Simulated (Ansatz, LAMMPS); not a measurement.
# Charge trapping in Ga2O3 with crystalline order left by the classical run (65 atoms): runs compared

Aim: add and remove one electron in Ga2O3 with crystalline order left by the classical run (65 atoms), with atoms held and relaxed, and read trapping energy and localisation.

Computed with Ansatz 0.2.0: Kohn-Sham DFT, PBE, PAW (set soft_1), plane waves; PAW set soft_1.

### 1. The cell

The cell holds 65 atoms: 26 Ga and 39 O. Cell: a = 8.658 Å, b = 8.658 Å, c = 8.658 Å, α = 90.0°, β = 90.0°, γ = 90.0°. 65 atoms (26 Fe, 39 O) placed at random at 4.44 g/cm³, melted at 5000 K for 10 ps at fixed volume with the Morse and Coulomb pair potential with partial charges (Pedone, Malavasi, Menziani, Cormack and Segre, J. Phys. Chem. B 110, 11780 (2006)). Quenched from 5000 K to 300 K at 100 K/ps and fixed volume, held 10 ps at zero pressure, then minimised at fixed cell. Then Fe was replaced by Ga and the cell scaled by 1.003 (the potential has no terms for the new elements, so the cell is a start for a DFT relaxation).

Limits known from the start: The quench rate of 100 K/ps far exceeds what a furnace or splat quench reaches, so expect more defects and frozen-in strain than in a real sample. The network of bonds at the start is that of the classical potential that made the cell, and needn't be the one that DFT or experiment would give. Only the Γ point is sampled, in a cell whose shortest periodic width is 9 Å.

### 2. The reference run

The reference is a single point at the end of the relaxation.

The charged cells start from the geometry of this run, on a uniform background, with spin and a narrow Fermi–Dirac smearing.

Its input, with most atom lines left out:

```yaml
crystal:
  lattice:
    - [8.65831, 0.0, 0.0]
    - [0.0, 8.65831, 0.0]
    - [0.0, 0.0, 8.65831]
  atoms:
    - { symbol: Ga, position: [0.83853, 0.22195, 0.52686] }
    - { symbol: Ga, position: [0.25717, 0.56285, 0.27762] }
    - { symbol: Ga, position: [0.54352, 0.41646, 0.11122] }
    - { symbol: Ga, position: [0.05496, 0.53764, 0.99622] }
    - { symbol: Ga, position: [0.74664, 0.01131, 0.22106] }
    - { symbol: Ga, position: [0.18708, 0.69609, 0.70509] }
    - { symbol: Ga, position: [0.44246, 0.89477, 0.33378] }
    [... atom lines 8 to 65 left out ...]
kpoints:
  mp_grid: { grid: [1, 1, 1] }
hamiltonian:
  xc: pbe
  pseudopotentials: { kind: paw, azcp: { folder: soft_1 } }
scf:
  occupations: { method: fixed }
output:
  forces: true
  stress: true
  populations: true
  dos:
    method: { smearing: { sigma: 0.1 } }
    de: 0.1
    projected: { site_lists: { Ga: [Ga], O: [O] } }
  eigenvalues: true
  write_density: true
  write_potential: true
  volumetric_format: npy
  elf: true
```

| Item | Value |
| --- | --- |
| free energy per atom | -1853.8457 eV/atom |
| r.m.s. force component | 0.00805 eV/Å |
| pressure | 11 GPa |

Filled and empty levels are parted by 1.69 eV (at Γ alone); a semilocal functional tends to put such gaps too low. In a disordered cell it changes from sample to sample, and tail or defect levels can set it.

### 3. The runs

Each row is one run, on 4 threads of AMD EPYC 7B13 (Zen 3), shared host. The free energy is the program's total, comparable only between runs with the same functional; between charge states it hangs on the program's zero of potential.

| run | atoms | outcome | relaxation steps | free energy (eV) | time | host memory (GiB) |
| --- | --- | --- | --- | --- | --- | --- |
| Single point at the start | 65 | converged | - | -120497.973 | 5.7 s | 0.97 |
| Relaxation | 65 | converged | 6 | -120499.970 | 24 s | 0.97 |
| Single point at the relaxed geometry | 65 | converged | - | -120499.970 | 8.9 s | 1.0 |
| An extra electron, atoms held | 65 | converged | - | -120488.796 | 23 s | 1.5 |
| An extra electron, atoms relaxed | 65 | converged | 3 | -120488.805 | 27 s | 1.5 |
| An extra electron, levels at the relaxed geometry | 65 | converged | - | -120488.805 | 21 s | 1.6 |
| Neutral at the geometry of the electron | 65 | converged | - | -120499.963 | 8.2 s | 1.0 |
| An extra hole, atoms held | 65 | converged | - | -120509.160 | 28 s | 1.6 |
| An extra hole, atoms relaxed | 65 | converged | 11 | -120509.851 | 94 s | 1.5 |
| An extra hole, levels at the relaxed geometry | 65 | converged | - | -120509.851 | 18 s | 1.6 |
| Neutral at the geometry of the hole | 65 | converged | - | -120498.851 | 10 s | 1.0 |

A closer look about O49, which holds the most spin of the extra hole after relaxation: 10 atoms, nearest first, numbered in the order of the input, with positions taken from that point.

| atom | x | y | z | distance (Å) | Löwdin charge (e) | moment (μB) |
| --- | --- | --- | --- | --- | --- | --- |
| O49 | 0.00 | 0.00 | 0.00 | 0.00 | -0.52 | 0.47 |
| Ga7 | -0.94 | -0.40 | 1.57 | 1.88 | 1.09 | 0.00 |
| Ga5 | 1.84 | 0.69 | 0.41 | 2.01 | 1.11 | 0.00 |
| O33 | 0.68 | 0.90 | 1.89 | 2.20 | -0.58 | 0.28 |
| Ga10 | -0.29 | 1.46 | -1.71 | 2.27 | 1.08 | 0.00 |
| O30 | -1.21 | -0.21 | -1.98 | 2.33 | -0.62 | 0.12 |
| O35 | 1.54 | 1.69 | -1.19 | 2.57 | -0.68 | 0.00 |
| O46 | 0.20 | -2.58 | -0.78 | 2.70 | -0.67 | 0.01 |
| O29 | -0.83 | 2.57 | -0.04 | 2.70 | -0.64 | 0.00 |
| O59 | -2.19 | -1.46 | 0.64 | 2.70 | -0.67 | 0.00 |

### 4. Energies and spread of the extra charge

Energies are differences within one cell and functional; the shift is the gain plus the neutral cell's energy at the new geometry, that is how much cheaper the vertical process becomes there. The spread is the participation number of the site moments (1/Σw², over the spin inside atomic spheres), with the atom that holds the largest share and the spin that the spheres hold in all.

| carrier | charged less neutral, atoms held (eV) | gain on relaxing (eV) | neutral cell at that geometry, less the reference (eV) | shift of the vertical energy (eV) | spread, atoms held | spread, relaxed |
| --- | --- | --- | --- | --- | --- | --- |
| electron | 11.175 | 0.009 | 0.008 | 0.017 | 62; Ga10 3 % of 0.33 μB | 61; Ga10 3 % of 0.33 μB |
| hole | -9.189 | 0.692 | 1.119 | 1.811 | 9; O49 22 % of 0.90 μB | 3; O49 50 % of 0.94 μB |

### 5. What came out

The extra electron gains 0.0094 eV as the atoms relax, and its spin stays on about 61 atoms: it stays spread out at this level. With the atoms held, the spheres hold only 0.33 of the 0.80 μB, so the spread is read from a small part of the spin. The extra hole gains 0.69 eV as the atoms relax, and its spin goes from about 9 to 3 atoms: the atoms trap it, with the largest share on O49. The O49–Ga10 distance goes from 1.98 to 2.27 Å. Adding the two vertical energies gives 1.99 eV, against a gap of 1.69 eV in the neutral cell. The zero of the potential cancels in this sum; the excess likely reflects the charging energy of carriers confined to few atoms or to a small cell, partly offset by their attraction to the background.

Caveats: Single energies of charged cells hang on the program's zero of potential. In the spin-polarised runs the search for a state of lower energy was switched off. No distortion was seeded, so a trapped state behind a barrier can't be found. Semilocal functionals favour spread-out charges, so trapping can be missed. In the spin-polarised runs the search for a state of lower energy was switched off. The stress is far from hydrostatic: its diagonal is 13.6, 10.2, 9.3 GPa, compression counted positive. The pressure of 11 GPa means that a free cell would grow at this level. Charged cells carry a uniform background, with no correction for images.

The DFT runs together took 4.5 min of wall time.

[Long decimals in the printed logs are rounded to 6 places.]

[Logs are printed without paths, hosts, clocks, repeated set-up lines and the standing remarks that a program may print on its own settings, such as how far it seeks lower states.]

[Hosts, paths, dates, database ids (printed as entryN), source tags and the programs' standing remarks are cut or masked in the printed files.]
